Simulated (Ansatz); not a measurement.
# linear Os chain under tension and compression

Does stretching change the magnetism or the channel count of the linear Os chain?

Method: DFT PBE, plane waves, PAW; relaxation of a chain's period, in the first sound run; inputs show where later runs differ, in Ansatz 0.2.0.

Most raw output is cut from this account.

## Step 1: The starting structure

The cell holds 1 atom: 1 Os. Its edges and angles: a = 7.500 Å, b = 7.500 Å, c = 2.678 Å, α = 90.0°, β = 90.0°, γ = 90.0°. Vacuum lies along a and b. The structure's axis is c.

## Step 2: Relaxation of atoms and period

Band widths follow the bond lengths, so the chain is relaxed first. The atoms and the third cell vector are free; the box across stays fixed as vacuum. Moments are seeded so that a magnetic state can form if it lies lower. A Fermi-Dirac smearing is set since the result may be a metal. The pressure printed is a third of the stress's trace over the whole box, vacuum included; only the stress along the axis is relaxed.

File input.yaml:

```yaml
crystal:
  lattice:
    - [7.5, 0.0, 0.0]
    - [0.0, 7.5, 0.0]
    - [0.0, 0.0, 2.6784]
  atoms:
    - { symbol: Os, position: [0.5, 0.5, 0.0], spin: 1.5 }
magnetization:
  spin_polarized: true
kpoints:
  mp_grid: { grid: [1, 1, 30] }
scf:
  occupations: { method: fermi_dirac, width: 0.05 }
hamiltonian:
  xc: pbe
relax:
  cell: { fix: [a, b, alpha, beta, gamma] }
  max_steps: 60
```

Started as:

```bash
$ ansatz run input.yaml --threads 4 --pin off --max-ram 8192MiB --backend cpu --events-out ev --progress --plain --runs-dir out
```

Wall time 13 s (4 threads of Arm Neoverse V2, shared host); peak memory 0.41 GiB; 47 s of CPU time.

Step by step:

| step | energy less that of the first step (eV) | largest force component (eV/Å) | pressure (GPa) | volume (Å³) |
| --- | --- | --- | --- | --- |
| 1 | 0.0000 | 0.0000 | -2.75 | 150.66 |
| 2 | -0.3618 | 0.0000 | -2.48 | 143.32 |
| 3 | -0.6629 | 0.0000 | -2.10 | 135.97 |
| 4 | -0.8393 | 0.0000 | -0.51 | 128.63 |
| 5 | -0.8626 | 0.0000 | -0.35 | 126.73 |
| 6 | -0.8303 | 0.0000 | 1.33 | 123.56 |
| 7 | -0.8639 | 0.0000 | -0.13 | 126.24 |
| 8 | -0.8639 | 0.0000 | -0.10 | 126.18 |
| 9* | -0.8627 | 0.0000 | -0.10 | 126.18 |

Relaxation steps marked * repeat the geometry before them on a plane-wave basis chosen anew for their cell, so energy and pressure can jump there. Relaxation step 6 was tried and not accepted.

| cell as run | before | after | change |
| --- | --- | --- | --- |
| c (Å) | 2.678 | 2.243 | -16.2 % |

The relaxed structure:

```
Os
1.0
     7.50000    0.00000    0.00000
     0.00000    7.50000    0.00000
     0.00000    0.00000    2.24318
Os
1
Direct
  0.50000 0.50000 0.00000
```

Numbers from this step:

```
energy at zero smearing    : -11379.5896 eV
cell length along the wire : 2.243 Å
```

The cell's length comes to 2.243 Å with no moment. That is -16 % against the start, more than a small adjustment.

The cell shrank by 16.2 % in its periodic edges.

## Step 3: At a set period, period over the relaxed period 0.88, k-mesh 1×1×41

This step: DFT PBE, plane waves, PAW; channels and complex bands of a perfect chain (Ansatz 0.2.0).

The period is set to 0.88 times the relaxed one: shorter bonds widen the bands.

The cell differs from the one that the last finished run ended in (c 2.243 → 1.974 Å).

input.yaml, the sections that differ from step 2:

```yaml
crystal:
  lattice:
    - [7.5, 0.0, 0.0]
    - [0.0, 7.5, 0.0]
    - [0.0, 0.0, 1.9739961815]
  atoms:
    - { symbol: Os, position: [0.5, 0.5, 0.0], spin: 1.5 }
kpoints:
  mp_grid: { grid: [1, 1, 41] }
output:
  transmission:
    e_range: [-2, 2]
    de: 0.035
    kmesh: [1, 1]
    reduced_basis: true
    leads: [[0, 0]]
  stress: true
# magnetization, scf, hamiltonian: as in step 2
# relax: removed
```

The job ended after 23 s (4 threads; peak memory 0.45 GiB; 72 s of CPU time).

Numbers from this step:

```yaml
energy_at_zero_smearing: -11378.1184 eV
channels_at_the_energy_nearest_the_fermi_level_spin_up: 6
channels_at_the_energy_nearest_the_fermi_level_spin_down: 6
conductance_of_the_lead_as_this_run_defines_it: 6.000 G₀
band_gap: 0 eV
```

The open channels of the lead by energy, zero at the Fermi level:

| energy (eV) | spin up | spin down |
| --- | --- | --- |
| -2.000 | 6 | 6 |
| -1.895 | 6 | 6 |
| -1.790 | 6 | 6 |
| -1.685 | 6 | 6 |
| -1.615 | 6 | 6 |
| -1.510 | 6 | 6 |
| -1.405 | 6 | 6 |
| -1.300 | 6 | 6 |
| -1.195 | 6 | 6 |
| -1.090 | 6 | 6 |
| -0.985 | 6 | 6 |
| -0.915 | 6 | 6 |
| -0.810 | 6 | 6 |
| -0.705 | 6 | 6 |
| -0.600 | 6 | 6 |
| -0.495 | 6 | 6 |
| -0.390 | 6 | 6 |
| -0.285 | 6 | 6 |
| -0.215 | 6 | 6 |
| -0.110 | 6 | 6 |
| -0.005 | 6 | 6 |
| 0.100 | 6 | 6 |
| 0.205 | 6 | 6 |
| 0.310 | 6 | 6 |
| 0.415 | 6 | 6 |
| 0.485 | 6 | 6 |
| 0.590 | 6 | 6 |
| 0.695 | 6 | 6 |
| 0.800 | 4 | 4 |
| 0.905 | 4 | 4 |
| 1.010 | 4 | 4 |
| 1.115 | 4 | 4 |
| 1.185 | 4 | 4 |
| 1.290 | 4 | 4 |
| 1.395 | 4 | 4 |
| 1.500 | 4 | 4 |
| 1.605 | 4 | 4 |
| 1.710 | 4 | 4 |
| 1.815 | 4 | 4 |
| 1.885 | 4 | 4 |

At the computed energy nearest the Fermi level there are 6 spin-up and 6 spin-down channels, and the thermal average gives 6.00 G₀.

## Step 4: The chain at a fixed length, period over the relaxed period 0.92, k-mesh 1×1×39

The period is set to 0.92 times the relaxed one: shorter bonds widen the bands.

The cell differs from the one that the last finished run ended in (c 1.974 → 2.064 Å).

Edit input.yaml of step 3 so:

```diff
@@ -4,3 +4,3 @@
     - [0.0, 7.5, 0.0]
-    - [0.0, 0.0, 1.9739961815]
+    - [0.0, 0.0, 2.0637232806]
   atoms:
@@ -10,3 +10,3 @@
 kpoints:
-  mp_grid: { grid: [1, 1, 41] }
+  mp_grid: { grid: [1, 1, 39] }
 scf:
```

Run time: 21 s. Hardware: 4 threads; peak memory 0.44 GiB.

At the computed energy nearest the Fermi level there are 6 spin-up and 6 spin-down channels, and the thermal average gives 6.00 G₀.

## Step 5: At a set period, period over the relaxed period 0.96, k-mesh 1×1×38

The period is set to 0.96 times the relaxed one: shorter bonds widen the bands.

The cell differs from the one that the last finished run ended in (c 2.064 → 2.153 Å).

Edit input.yaml of step 4 so:

```diff
@@ -4,3 +4,3 @@
     - [0.0, 7.5, 0.0]
-    - [0.0, 0.0, 2.0637232806]
+    - [0.0, 0.0, 2.1534503798]
   atoms:
@@ -10,3 +10,3 @@
 kpoints:
-  mp_grid: { grid: [1, 1, 39] }
+  mp_grid: { grid: [1, 1, 38] }
 scf:
```

It took 19 s on 4 threads; peak memory 0.44 GiB; 61 s of CPU time.

At the computed energy nearest the Fermi level there are 6 spin-up and 6 spin-down channels, and the thermal average gives 6.00 G₀.

## Step 6: The chain at a fixed length, period over the relaxed period 1, k-mesh 1×1×36

The period is set to 1.0 times the relaxed one, as the point of reference.

Edit input.yaml of step 5 so:

```diff
@@ -4,3 +4,3 @@
     - [0.0, 7.5, 0.0]
-    - [0.0, 0.0, 2.1534503798]
+    - [0.0, 0.0, 2.243177479]
   atoms:
@@ -10,3 +10,3 @@
 kpoints:
-  mp_grid: { grid: [1, 1, 38] }
+  mp_grid: { grid: [1, 1, 36] }
 scf:
```

Elapsed: 19 s, on 4 threads; peak memory 0.43 GiB; 60 s of CPU time.

Table of open channels of the lead by energy, zero at the Fermi level:

| energy (eV) | spin up | spin down |
| --- | --- | --- |
| -2.000 | 4 | 4 |
| -1.790 | 4 | 4 |
| -1.615 | 4 | 4 |
| -1.405 | 6 | 6 |
| -1.195 | 6 | 6 |
| -0.985 | 6 | 6 |
| -0.810 | 6 | 6 |
| -0.600 | 6 | 6 |
| -0.390 | 6 | 6 |
| -0.215 | 6 | 6 |
| -0.005 | 6 | 6 |
| 0.205 | 6 | 6 |
| 0.415 | 6 | 6 |
| 0.590 | 4 | 4 |
| 0.800 | 4 | 4 |
| 1.010 | 4 | 4 |
| 1.185 | 4 | 4 |
| 1.395 | 4 | 4 |
| 1.605 | 3 | 3 |
| 1.815 | 3 | 3 |

At the computed energy nearest the Fermi level there are 6 spin-up and 6 spin-down channels, and the thermal average gives 6.00 G₀.

## Step 7: At a set period, period over the relaxed period 1.04, k-mesh 1×1×35

The period is set to 1.04 times the relaxed one: longer bonds narrow the bands.

The cell differs from the one that the last finished run ended in (c 2.243 → 2.333 Å).

Edit input.yaml of step 6 so:

```diff
@@ -4,3 +4,3 @@
     - [0.0, 7.5, 0.0]
-    - [0.0, 0.0, 2.243177479]
+    - [0.0, 0.0, 2.3329045781]
   atoms:
@@ -10,3 +10,3 @@
 kpoints:
-  mp_grid: { grid: [1, 1, 36] }
+  mp_grid: { grid: [1, 1, 35] }
 scf:
```

Elapsed: 21 s, on 4 threads; peak memory 0.48 GiB.

At the computed energy nearest the Fermi level there are 4 spin-up and 6 spin-down channels, and the thermal average gives 5.00 G₀. The change of length costs 0.052 eV a cell and leaves an absolute moment of 1.43 μB a cell.

For the conductance of the lead as this run defines it, step 3 gave 6.00 G₀; this run, with period over the relaxed period 1.04 and k-mesh 1×1×35, gives 5.00 G₀ (-17 %).

## Step 8: At a set period, period over the relaxed period 1.08, k-mesh 1×1×34

The period is set to 1.08 times the relaxed one: longer bonds narrow the bands.

The cell differs from the one that the last finished run ended in (c 2.333 → 2.423 Å).

Edit input.yaml of step 7 so:

```diff
@@ -4,3 +4,3 @@
     - [0.0, 7.5, 0.0]
-    - [0.0, 0.0, 2.3329045781]
+    - [0.0, 0.0, 2.4226316773]
   atoms:
@@ -10,3 +10,3 @@
 kpoints:
-  mp_grid: { grid: [1, 1, 35] }
+  mp_grid: { grid: [1, 1, 34] }
 scf:
```

Elapsed: 18 s, on 4 threads; peak memory 0.41 GiB; 56 s of CPU time.

At the computed energy nearest the Fermi level there are 4 spin-up and 6 spin-down channels, and the thermal average gives 5.00 G₀. The change of length costs 0.204 eV a cell and leaves an absolute moment of 1.74 μB a cell.

For the conductance of the lead as this run defines it, step 3 gave 6.00 G₀; this run, with period over the relaxed period 1.08 and k-mesh 1×1×34, gives 5.00 G₀ (-17 %).

## Step 9: The chain at a fixed length, period over the relaxed period 1.13, k-mesh 1×1×32

The period is set to 1.13 times the relaxed one: longer bonds narrow the bands.

The cell differs from the one that the last finished run ended in (c 2.423 → 2.535 Å).

Edit input.yaml of step 8 so:

```diff
@@ -4,3 +4,3 @@
     - [0.0, 7.5, 0.0]
-    - [0.0, 0.0, 2.4226316773]
+    - [0.0, 0.0, 2.5347905512]
   atoms:
@@ -10,3 +10,3 @@
 kpoints:
-  mp_grid: { grid: [1, 1, 34] }
+  mp_grid: { grid: [1, 1, 32] }
 scf:
```

It took 26 s on 4 threads; peak memory 0.47 GiB; 82 s of CPU time.

Table of open channels of the lead by energy, zero at the Fermi level:

| energy (eV) | spin up | spin down |
| --- | --- | --- |
| -2.00 | 4 | 3 |
| -1.90 | 6 | 3 |
| -1.79 | 6 | 3 |
| -1.69 | 6 | 3 |
| -1.58 | 6 | 3 |
| -1.48 | 6 | 3 |
| -1.37 | 6 | 3 |
| -1.23 | 6 | 3 |
| -1.12 | 6 | 3 |
| -1.02 | 6 | 3 |
| -0.92 | 4 | 4 |
| -0.81 | 4 | 4 |
| -0.70 | 4 | 4 |
| -0.60 | 4 | 4 |
| -0.49 | 4 | 4 |
| -0.39 | 4 | 4 |
| -0.28 | 4 | 4 |
| -0.18 | 3 | 5 |
| -0.07 | 3 | 6 |
| -0.01 | 3 | 6 |
| 0.07 | 3 | 6 |
| 0.17 | 3 | 6 |
| 0.28 | 3 | 6 |
| 0.38 | 3 | 6 |
| 0.48 | 3 | 6 |
| 0.59 | 3 | 6 |
| 0.69 | 3 | 6 |
| 0.80 | 3 | 6 |
| 0.91 | 3 | 6 |
| 1.01 | 3 | 4 |
| 1.11 | 3 | 4 |
| 1.22 | 3 | 4 |
| 1.36 | 1 | 4 |
| 1.47 | 1 | 4 |
| 1.57 | 1 | 3 |
| 1.68 | 1 | 3 |
| 1.78 | 1 | 3 |
| 1.89 | 1 | 3 |
| 1.99 | 1 | 3 |

At the computed energy nearest the Fermi level there are 3 spin-up and 6 spin-down channels, and the thermal average gives 4.50 G₀. The change of length costs 0.467 eV a cell and leaves an absolute moment of 2.32 μB a cell.

For the conductance of the lead as this run defines it, step 3 gave 6.00 G₀; this run, with period over the relaxed period 1.13 and k-mesh 1×1×32, gives 4.50 G₀ (-25 %).

## Step 10: At a set period, period over the relaxed period 1.2, k-mesh 1×1×30

The period is set to 1.2 times the relaxed one: longer bonds narrow the bands.

The cell differs from the one that the last finished run ended in (c 2.535 → 2.692 Å).

Edit input.yaml of step 9 so:

```diff
@@ -4,3 +4,3 @@
     - [0.0, 7.5, 0.0]
-    - [0.0, 0.0, 2.5347905512]
+    - [0.0, 0.0, 2.6918129748]
   atoms:
@@ -10,3 +10,3 @@
 kpoints:
-  mp_grid: { grid: [1, 1, 32] }
+  mp_grid: { grid: [1, 1, 30] }
 scf:
```

Wall time 34 s (4 threads); peak memory 0.47 GiB; 1.7 min of CPU time.

At the computed energy nearest the Fermi level there are 3 spin-up and 5 spin-down channels, and the thermal average gives 4.01 G₀. The change of length costs 0.893 eV a cell and leaves an absolute moment of 2.69 μB a cell.

For the conductance of the lead as this run defines it, step 3 gave 6.00 G₀; this run, with period over the relaxed period 1.2 and k-mesh 1×1×30, gives 4.01 G₀ (-33 %).

## Step 11: The chain at a fixed length, period over the relaxed period 1.3, k-mesh 1×1×28

The period is set to 1.3 times the relaxed one: longer bonds narrow the bands.

The cell differs from the one that the last finished run ended in (c 2.692 → 2.916 Å).

Edit input.yaml of step 10 so:

```diff
@@ -4,3 +4,3 @@
     - [0.0, 7.5, 0.0]
-    - [0.0, 0.0, 2.6918129748]
+    - [0.0, 0.0, 2.9161307226]
   atoms:
@@ -10,3 +10,3 @@
 kpoints:
-  mp_grid: { grid: [1, 1, 30] }
+  mp_grid: { grid: [1, 1, 28] }
 scf:
```

It took 17 s on 4 threads; peak memory 0.4 GiB; 51 s of CPU time.

Open channels of the lead against energy, zero at the Fermi level:

| energy (eV) | spin up | spin down |
| --- | --- | --- |
| -2.00 | 5 | 1 |
| -1.90 | 4 | 1 |
| -1.79 | 4 | 1 |
| -1.69 | 4 | 1 |
| -1.58 | 4 | 1 |
| -1.48 | 4 | 1 |
| -1.37 | 3 | 1 |
| -1.23 | 3 | 1 |
| -1.12 | 3 | 1 |
| -1.02 | 3 | 3 |
| -0.92 | 3 | 3 |
| -0.81 | 3 | 3 |
| -0.70 | 3 | 3 |
| -0.60 | 3 | 3 |
| -0.49 | 3 | 3 |
| -0.39 | 1 | 4 |
| -0.28 | 1 | 4 |
| -0.18 | 1 | 4 |
| -0.07 | 1 | 4 |
| -0.01 | 1 | 4 |
| 0.07 | 1 | 5 |
| 0.17 | 1 | 6 |
| 0.28 | 1 | 6 |
| 0.38 | 1 | 6 |
| 0.48 | 1 | 6 |
| 0.59 | 1 | 5 |
| 0.69 | 1 | 4 |
| 0.80 | 1 | 4 |
| 0.91 | 1 | 3 |
| 1.01 | 1 | 3 |
| 1.11 | 1 | 3 |
| 1.22 | 1 | 3 |
| 1.36 | 1 | 3 |
| 1.47 | 1 | 3 |
| 1.57 | 1 | 1 |
| 1.68 | 1 | 1 |
| 1.78 | 1 | 1 |
| 1.89 | 1 | 1 |
| 1.99 | 1 | 1 |

At the computed energy nearest the Fermi level there are 1 spin-up and 4 spin-down channels, and the thermal average gives 2.78 G₀. The change of length costs 1.439 eV a cell and leaves an absolute moment of 3.45 μB a cell.

## Step 12: Side by side

Times are for 4 threads of Arm Neoverse V2, shared host. The series side by side:

| no. | period over the relaxed period | conductance of the lead as this run defines it (G₀) | absolute moment (μB) | energy at zero smearing less the lowest (eV) | time | memory (GiB) |
| --- | --- | --- | --- | --- | --- | --- |
| 1 | 0.88 | 6.000 | 0 | 1.464 | 23 s | 0.45 |
| 2 | 0.92 | 6.000 | 0 | 0.5655 | 21 s | 0.44 |
| 3 | 0.96 | 6.000 | 0 | 0.1155 | 19 s | 0.44 |
| 4 | 1 | 6.000 | 0 | 0 | 19 s | 0.43 |
| 5 | 1.04 | 5.000 | 1.434 | 0.05226 | 21 s | 0.48 |
| 6 | 1.08 | 5.000 | 1.740 | 0.2044 | 18 s | 0.41 |
| 7 | 1.13 | 4.499 | 2.323 | 0.4673 | 26 s | 0.47 |
| 8 | 1.2 | 4.006 | 2.692 | 0.8935 | 34 s | 0.47 |
| 9 | 1.3 | 2.778 | 3.455 | 1.439 | 17 s | 0.4 |

## Step 13: A varied input

This step: DFT PBE, plane waves, PAW; channels and complex bands of a perfect chain; changed: output.transmission.e_range = [-5, 2], output.transmission.de = 0.02 (Ansatz 0.2.0).

The atoms of the run at the relaxed period are kept and the input is varied, to see whether the result depends on it.

input.yaml, the sections that differ from step 11:

```yaml
crystal:
  lattice:
    - [7.5, 0.0, 0.0]
    - [0.0, 7.5, 0.0]
    - [0.0, 0.0, 2.243177479]
  atoms:
    - { symbol: Os, position: [0.5, 0.5, 0.0], spin: 1.5 }
kpoints:
  mp_grid: { grid: [1, 1, 36] }
output:
  transmission:
    e_range: [-5, 2]
    de: 0.02
    kmesh: [1, 1]
    reduced_basis: true
    leads: [[0, 0]]
  stress: true
# magnetization, scf, hamiltonian: as in step 11
```

Run time: 46 s. Hardware: 4 threads; peak memory 0.51 GiB; 2.4 min of CPU time.

Numbers from this step:

```yaml
energy_at_zero_smearing: -11379.5819 eV
channels_at_the_energy_nearest_the_fermi_level_spin_up: 6
channels_at_the_energy_nearest_the_fermi_level_spin_down: 6
conductance_of_the_lead_as_this_run_defines_it: 6.000 G₀
```

The open channels of the lead by energy, zero at the Fermi level:

| energy (eV) | spin up | spin down |
| --- | --- | --- |
| -5.0000 | 1 | 1 |
| -4.7600 | 1 | 1 |
| -4.5000 | 1 | 1 |
| -4.2600 | 3 | 3 |
| -4.0000 | 3 | 3 |
| -3.7600 | 3 | 3 |
| -3.5000 | 3 | 3 |
| -3.2600 | 3 | 3 |
| -3.0000 | 3 | 3 |
| -2.7600 | 3 | 3 |
| -2.5000 | 3 | 3 |
| -2.2600 | 4 | 4 |
| -2.0000 | 4 | 4 |
| -1.7600 | 4 | 4 |
| -1.5000 | 4 | 4 |
| -1.2600 | 6 | 6 |
| -1.0000 | 6 | 6 |
| -0.7600 | 6 | 6 |
| -0.5000 | 6 | 6 |
| -0.2600 | 6 | 6 |
| 0.0000 | 6 | 6 |
| 0.2400 | 6 | 6 |
| 0.5000 | 4 | 4 |
| 0.7400 | 4 | 4 |
| 1.0000 | 4 | 4 |
| 1.2400 | 4 | 4 |
| 1.5000 | 3 | 3 |
| 1.7400 | 3 | 3 |
| 2.0000 | 3 | 3 |

It took 46 s against 19 s for the run it varies, and the conductance is 6.00 G₀ against 6.00 G₀.

The channels at the energy nearest the Fermi level, spin up, channels at the energy nearest the Fermi level, spin down and conductance of the lead as this run defines it stay within 0.2 % plus 0.001 of the run it varies.

## Step 14: Summary of results

```
relaxed cell length              : 2.243 Å
conductance at period × 0.88     : 6.00 G₀
conductance at period × 1.0      : 6.00 G₀
conductance at period × 1.13     : 4.50 G₀
conductance at period × 1.3      : 2.78 G₀
absolute moment at period × 0.88 : 0 μB
absolute moment at period × 1.0  : 0 μB
absolute moment at period × 1.3  : 3.45 μB
```

**Reading.** In these runs no moment survives at the shortest period, and one is present from a factor of 1.04 on: longer bonds narrow the bands, which favours exchange splitting. The conductance goes from 6.00 G₀ at the shortest period to 2.78 G₀ at the longest, while the magnetic state changes too. Transport is coherent and elastic here: the atoms are frozen, so scattering by vibrations plays no part. Spin-orbit coupling is left out, which matters for the bands of heavy atoms. No search over magnetic orders was made; another may lie lower. For the perfect chain only parallel moments were started; its antiparallel and spiral orders were not tested. Conductances of a perfect chain off the multiples of half a G0 come from band edges within the thermal window; the square box also splits pairs of bands that an isolated chain keeps degenerate, which moves such edges. The lead's cell of one atom keeps the chain straight and evenly spaced; a zigzag or dimerised form may lie lower.

[Logs are printed without paths, hosts, clocks, repeated set-up lines and the standing remarks that a program may print on its own settings, such as how far it seeks lower states.]

[Hosts, paths, dates, database ids (printed as entryN), source tags and the programs' standing remarks are cut or masked in the printed files.]
